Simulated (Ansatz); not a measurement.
# h-BN/Zr2CO2 MXene heterobilayer (59 atoms): geometry optimisation, part 2 of 2

Wanted: the relaxed structure of h-BN/Zr2CO2 MXene heterobilayer (59 atoms) and its electronic structure.

Ansatz 0.2.0; Kohn-Sham DFT, PBE+D3(BJ), PAW (set soft_2), plane waves.

So far. Step 3 (Relaxation): The relaxation changed the energy by -6.08 meV/atom, and atoms moved by 0.035 Å r.m.s., 0.099 Å at most.

### 5. Single point at the relaxed geometry

The electronic structure is read at the final geometry, in a run of its own.

Contents of input.yaml:

```yaml
crystal:
  lattice:
    - [8.7158, 0.0, 0.0]
    - [-4.3579, 7.5481, 0.0]
    - [0.0, 0.0, 21.68]
  atoms:
    - { symbol: B, position: [0.1672, 0.66687, 0.32052] }
    - { symbol: "N", position: [0.16706, 0.50023, 0.31928] }
    - { symbol: B, position: [0.33391, 0.00027, 0.32382] }
    - { symbol: "N", position: [0.3339, 0.83357, 0.32235] }
    [... 49 atom lines left out ...]
    - { symbol: O, position: [0.78472, 0.26168, 0.46489] }
    - { symbol: C, position: [0.73722, 0.45231, 0.57155] }
    - { symbol: Zr, position: [0.92761, 0.69041, 0.63583] }
    - { symbol: Zr, position: [0.97523, 0.49993, 0.50744] }
    - { symbol: O, position: [0.97526, 0.49994, 0.67849] }
    - { symbol: O, position: [0.92749, 0.6904, 0.4649] }
kpoints:
  mp_grid: { grid: [2, 2, 1] }
hamiltonian:
  xc: pbe
  dispersion: d3bj
scf:
  occupations: { method: fermi_dirac, width: 0.05 }
output:
  forces: true
  populations: true
  dos:
    method: { smearing: { sigma: 0.08 } }
    de: 0.1
    projected:
      site_lists:
        B: [B]
        C: [C]
        "N": ["N"]
        O: [O]
        Zr: [Zr]
        layer_1: [0, 1, 2, 3, 4, 5, 6, 7, 8, 9, 10, 11, 12, 13, 14, 15, 16, 17, 18, 19, 20, 21, 22, 23]
        layer_2: [24, 25, 26, 27, 28, 29, 30, 31, 32, 33, 34, 35, 36, 37, 38, 39, 40, 41, 42, 43, 44, 45, 46, 47, 48, 49, 50, 51, 52, 53, 54, 55, 56, 57, 58]
  eigenvalues: true
  write_density: true
  write_potential: true
  volumetric_format: npy
```

Command:

```
ansatz run input.yaml --threads 4 --pin off --max-ram 8192MiB --backend cpu --events-out ev --progress --plain --runs-dir out
```

Numbers of over 12 decimals in the logs are rounded to 6 here.

The program printed:

```text
[...]
Crystal: 59 atoms, lattice volume = 1426.278 Å³
Basis set: ecut = 420 eV, 27919 PW (Γ), exchange–correlation on 120×120×300 points (8 copies of the dense FFT grid, shifted against one another)
Bands: 247, of which v1, the nominal top of the filled ones, is band 188 counted from 1 (187 counted from 0)
Symmetry: 1 space group operations
[...]
k-points: 4
[...]
SCF iter   1: F=—  HF=-74837.145328 eV  |F-HF|=—  |Δ(HF+E_count)|=         —  Δρ=3.85e-3  dr2=4.20e-1  ethr=1.77e-3  ⟨swp⟩=8.0  Hψ=4670  notcnv=0  defer=57
[...]
SCF iter  10: F=-74837.088002 eV  HF=-74837.088002 eV  |F-HF|=1.91e-7  |Δ(HF+E_count)|=   2.03e-7  Δρ=1.48e-6  dr2=2.37e-8  ethr=2.66e-11  ⟨swp⟩=21.2  Hψ=9252  notcnv=0
SCF 1 converged in 10 iterations: F = -74837.088002 eV  dr2 = 2.37e-8
[...]
WARN: The output density's exchange-correlation potential varies sharply where the density is thin. Do not read a vacuum level from v_tot or v_xc, or from such a field of the output density. On a cell that repeats whose density bears no net charge and no dipole along the vacuum's axis use v_es (v_loc + v_h of the components); [...]
SCF converged after 10 iterations
Free energy (F): -74837.088002 eV
[...]
Internal energy: -74837.087911 eV  (E = F + TS)
E sigma→0 (E₀):  -74837.087957 eV
Entropy (-TS):   -0.000091 eV (-0.002 meV/atom)
Fermi energy:    2.375596 eV
[...]
--- Forces (eV/Å), atoms counted from 1 ---
  atom   1  B      0.00098707    -0.00000528     0.00635333
  atom   2  N     -0.00182993     0.00161644     0.00393336
  atom   3  B     -0.00015398    -0.00255477     0.00188102
  atom   4  N      0.00335256    -0.00023596     0.00149179
  atom   5  B     -0.00109946     0.00216953     0.00175741
  atom   6  N      0.00096780     0.00017975     0.00209511
  atom   7  B     -0.00055505     0.00054124     0.00436624
  atom   8  N     -0.00139462    -0.00343482     0.00331866
  atom   9  B     -0.00167662     0.00006989     0.00392630
  atom  10  N      0.00164618    -0.00080795     0.00297682
  atom  11  B      0.00024007     0.00186481     0.00365817
  atom  12  N     -0.00336455     0.00140567     0.00388730
  atom  13  B     -0.00185889     0.00144574     0.00369100
  atom  14  N     -0.00206314    -0.00188348     0.00090128
[...]
atom  58  O     -0.00112381    -0.00124367    -0.00706805
  atom  59  O      0.00467120    -0.00246848     0.00117037
  max |Σ_I F_I| component: 4.66e-4 eV/Å
--- Band table (eV) ---
[...]
--- Löwdin populations: 59 sites ---
  site symbol       q [e]
     0      B      2.5901
     1      N      5.3447
     2      B      2.5865
[...]
58      O      6.6256
  spilling = 0.005088 (of n_electrons = 376.000000)
```

Run time: 2.1 min. Hardware: 4 threads of Arm Neoverse N1, shared host; peak memory 6.5 GiB; 8.4 min of CPU time.

The program notes that the exchange-correlation potential is rough where the density is thin.

Read from the output:

* free energy: -74837.0880 eV
* free energy per atom: -1268.4252 eV/atom
* SCF cycles: 10
* r.m.s. force component: 0.00331 eV/Å
* longest force: 0.013 eV/Å
* Fermi energy: 2.376 eV
* gap (highest filled to lowest empty level): 0.9561 eV
* potential in mid-vacuum, over the Fermi level: 4.869 eV
* potential 4.5 Å over the upper face: 4.887 eV
* potential 4.5 Å under the lower face: 4.849 eV
* spilling of the projection: 0.005088

Löwdin charges by element (they lack the spilled electrons, 0.032 e an atom on average):

```csv
element,coordination,atoms,mean charge (e),spread,least,most
B,all,12,0.410,0.0021,0.406,0.413
C,all,7,-0.898,1.0e-4,-0.898,-0.898
N,all,12,-0.347,0.0014,-0.349,-0.345
O,all,14,-0.628,0.003,-0.631,-0.625
Zr,all,14,1.16,0.0039,1.15,1.16
```

By region:

```csv
region,atoms,mean length of the force (eV/Å)
layer 1,24,0.004
layer 2,35,0.006
```

States in the cell by windows of 1 eV, zero at the Fermi level; the larger projections on atomic orbitals stand beside the total:

```csv
from (eV),to (eV),total,layer 2,Zr d,layer 1,O p,N p,C p
-18,-17,6.0,0.0,0.0,5.9,0.0,0.3,0.0
-17,-16,6.0,0.0,0.0,6.0,0.0,0.2,0.0
-16,-15,8.1,0.0,0.0,8.1,0.0,0.1,0.0
-15,-14,0.4,0.0,0.0,0.4,0.0,0.0,0.0
-14,-11,0.0,0.0,0.0,0.0,0.0,0.0,0.0
-11,-10,3.4,3.4,0.4,0.0,0.1,0.0,0.0
-10,-9,15.1,10.6,2.7,4.4,0.1,3.0,0.0
-9,-8,11.0,0.0,0.0,10.9,0.0,7.1,0.0
-8,-7,0.1,0.0,0.0,0.1,0.0,0.1,0.0
-7,-6,14.1,1.6,0.5,12.3,0.8,8.1,0.2
-6,-5,42.1,30.8,8.2,11.1,19.2,7.1,1.6
-5,-4,56.9,47.8,8.7,8.7,34.9,5.7,2.1
-4,-3,16.2,6.8,1.4,9.3,3.1,6.6,2.0
-3,-2,28.8,19.1,5.6,9.4,4.5,7.2,8.2
-2,-1,23.1,17.8,4.0,5.0,4.3,4.6,8.9
-1,0,1.2,1.0,0.1,0.2,0.2,0.2,0.6
0,1,4.6,4.5,3.2,0.0,1.1,0.0,0.1
1,2,11.0,10.7,8.6,0.0,1.4,0.0,0.6
2,3,25.7,25.1,20.9,0.2,1.7,0.0,1.7
3,4,38.2,32.0,25.3,5.3,2.3,0.5,2.8
4,5,21.7,14.7,10.9,3.7,1.0,0.6,1.6
```

The curve was stored every 0.100 eV, coarse against its broadening of 0.08 eV, so these counts are rough.

Between -26 and -18 eV lie 31 more states.

About 112 of the 376 electrons lie in deeper levels, below the stored range.

The levels nearest the highest filled one (over half full), pooled over k-points and spins:

```csv
level less the highest filled one (eV),occupation
-0.822,2
-0.822,2
-0.557,2
-0.556,2
0,2
0,2
0.956,0
0.957,0
0.957,0
1.32,0
1.32,0
1.32,0
```

Planar average of the electrostatic potential energy along the normal, with the Fermi level as zero, after a running mean with a triangular window 4 Å wide at its base:

```csv
height (Å),potential energy (eV)
0.0,4.87
0.6,4.86
1.3,4.86
1.9,4.85
2.5,4.85
3.0,4.84
3.8,4.81
4.3,4.59
4.9,3.32
5.5,0.32
6.2,-4.09
6.8,-6.70
7.4,-6.08
7.9,-3.32
8.7,-0.92
9.3,-1.67
9.8,-5.09
10.4,-8.59
11.1,-10.58
11.7,-10.17
12.3,-9.78
12.9,-9.95
13.6,-10.57
14.2,-9.49
14.7,-6.38
15.3,-2.26
16.0,2.15
16.6,4.05
17.2,4.76
17.8,4.88
18.5,4.89
19.1,4.89
19.7,4.88
20.2,4.88
21.0,4.87
21.5,4.87
```

Electrostatic potential energy in the ca plane at fractional y = 0.000, with atoms of B and N and Zr and O and C within 0.2 Å of it. With pseudopotentials it is smooth inside the atoms' cores, unlike the true potential.

Values in eV, 12 rows by 16 columns, each cell a mean:
```
  7   7   7   7   7   6   0   4   7   4   0   2  -1  -8   2   7
  7   7   7   7   7   2 -36  -6   6  -1 -25  -6   3   1   0   7
  7   7   7   7   7   3 -26  -2   6  -4 -42 -13   2  -2 -12   7
  7   7   7   7   7   5 -36  -4   7   2 -11  -2   1  -1   3   7
  7   7   7   7   7   5 -24   0   7   5   2 -19 -20   2   5   7
  7   7   7   7   7   6   3   6   7   5   3 -12 -14   0   4   7
  7   7   7   7   7   6   0   4   7  -6   0   3  -9 -31  -3   6
  7   7   7   7   7   3 -35  -7   6 -33  -9   3 -21 -49 -11   6
  7   7   7   7   7   4 -26  -4   7  -4  -5   1  -7 -26  -2   6
  7   7   7   7   7   5 -35  -5   6  -3 -35 -10   3  -1  -6   7
  7   7   7   7   7   6 -23  -1   6  -3 -36 -10   2  -3  -7   7
  7   7   7   7   7   6   3   6   7   3  -4   1  -2 -13   1   7
```
Columns run along c (16.0 Å, from fractional 0.03 to 0.76 of the cell; values clipped at the 3rd and 97th percentile), rows up along a (8.7 Å). Atoms in or near the plane, at fractional coordinates: B at (0.32, 0.33), N at (0.32, 0.17), B at (0.32, 0.83), N at (0.32, 0.67), Zr at (0.64, 0.36), O at (0.46, 0.36), C at (0.57, 0.59).

Valence density in the ca plane at fractional y = 0.000, with atoms of B and N and Zr and O and C within 0.2 Å of it. It is the smooth field of the valence electrons, not physical close to the nuclei.

Ten steps, logarithmic in the rise over the least value, from '0' (0.0 e/Å³) to '9' (5.9 e/Å³), each cell a mean:
```
00000000000000001223221001234333344445542110
00000000000000001344431001123333444443333210
00000000000000002345532100123565444433344431
00000000000000002344442100124787643322357652
00000000000000002456542100125788633222467753
00000000000000012467652100125777533223456642
00000000000000012578863100123455444433344431
00000000000000013588863100112233455543322210
00000000000000012578753100011224567654221100
00000000000000001355532100011224577754221100
00000000000000001223321000112223566654321100
00000000000000000122211001233333445544432110
00000000000000001233321012466543333457774210
00000000000000001345432113699753222478986310
00000000000000001344442114799853222479997310
00000000000000001344542113588643223468886310
00000000000000002456642112355543333346654321
00000000000000012478753101134566433333445532
00000000000000012588863100125788643322457752
00000000000000012578863100125788633222467753
00000000000000002467652101235677532223456642
00000000000000001234431001244554333334554421
00000000000000000122211001344433334445553210
```
Columns run along c (16.0 Å, from fractional 0.00 to 0.74 of the cell), rows up along a (8.7 Å). Atoms in or near the plane, at fractional coordinates: B at (0.32, 0.33), N at (0.32, 0.17), B at (0.32, 0.83), N at (0.32, 0.67), Zr at (0.64, 0.36), O at (0.46, 0.36), C at (0.57, 0.59).

Mean Löwdin charges: B +0.41, C -0.90, N -0.35, O -0.63, Zr +1.16 e (they miss 0.51 % of the electrons, so they add up to more than the cell's charge). The largest share in the top eV of filled states is C p (42 % of the projected weight), and in the lowest eV of empty states Zr d (77 % of the projected weight). The potential stands 5.35 eV above the highest filled level over the upper face and 5.32 eV under the lower one, a reading of the ionisation potential at this level on the run's k-points, but a rough one: there is no dipole correction, and the values are taken inside the vacuum, not at the faces.

A closer look about C25, one of the 7 C atoms: 13 atoms, nearest first, numbered in the order of the input, with positions taken from that point.

```csv
atom,x,y,z,distance (Å),bonds,Löwdin charge (e)
C25,0.00,0.00,0.00,0.00,6,-0.90
Zr46,-1.87,-0.36,1.39,2.36,6,1.16
Zr26,0.62,1.80,1.39,2.36,6,1.16
Zr56,1.25,-1.44,1.39,2.36,6,1.16
Zr52,-1.25,1.44,-1.39,2.36,6,1.16
Zr47,-0.62,-1.80,-1.39,2.36,6,1.16
Zr27,1.87,0.36,-1.40,2.36,6,1.16
O59,1.24,-1.44,-2.31,2.99,3,-0.63
O49,-1.87,-0.36,-2.31,2.99,3,-0.62
O29,0.62,1.80,-2.31,2.99,3,-0.63
O53,-1.24,1.44,2.32,3.00,3,-0.63
O48,-0.62,-1.80,2.32,3.00,3,-0.63
O28,1.87,0.36,2.32,3.00,3,-0.63
```

The column of bonds counts only the pairs O-Zr within 2.82 Å, Zr-C within 2.81 Å, B-N within 1.88 Å; other neighbours, such as metal atoms beside each other in a compound, aren't counted, and periodic images can show an atom twice.

### 6. Summary of results

| Quantity | Value |
| --- | --- |
| energy change in the relaxation | -6.083 meV/atom |
| r.m.s. displacement | 0.035 Å |
| largest displacement | 0.099 Å |
| free energy per atom | -1268.4252 eV/atom |
| r.m.s. force component | 0.00331 eV/Å |
| gap (highest filled to lowest empty level) | 0.9561 eV |
| potential in mid-vacuum, over the Fermi level | 4.869 eV |
| wall time of the 3 DFT runs | 9 min |

What this shows: Relaxation lowers the energy by 6.08 meV/atom and moves atoms by 0.035 Å r.m.s.; the r.m.s. force component goes from 0.43 to 0.0033 eV/Å, and the gap from 0.999 to 0.956 eV. By the final cutoffs no bond was broken or made. First to last step the energy falls by 0.359 eV; the largest move, 0.10 Å, is that of N2. The Zr-C bonds change most in mean length: from 2.343 Å (spread 0.013) to 2.358 Å (spread 0.001). Counting bonds as in the table, all B atoms have 3, all C atoms have 6, all N atoms have 3 and all O atoms have 3 bonded neighbours. The highest filled and lowest empty levels differ by 0.956 eV on the run's k-points; the mesh holds the band edges only if they fold onto it, so the gap at this level can be narrower or closed, while semilocal functionals tend to narrow gaps against experiment. The potential stands 5.35 eV above the highest filled level over the upper face and 5.32 eV under the lower one, a reading of the ionisation potential at this level on the run's k-points, but a rough one: there is no dipole correction, and the values are taken inside the vacuum, not at the faces.

[Logs are printed without paths, hosts, clocks, repeated set-up lines and the standing remarks that a program may print on its own settings, such as how far it seeks lower states.]

[Hosts, paths, dates, database ids (printed as entryN), source tags and the programs' standing remarks are cut or masked in the printed files.]
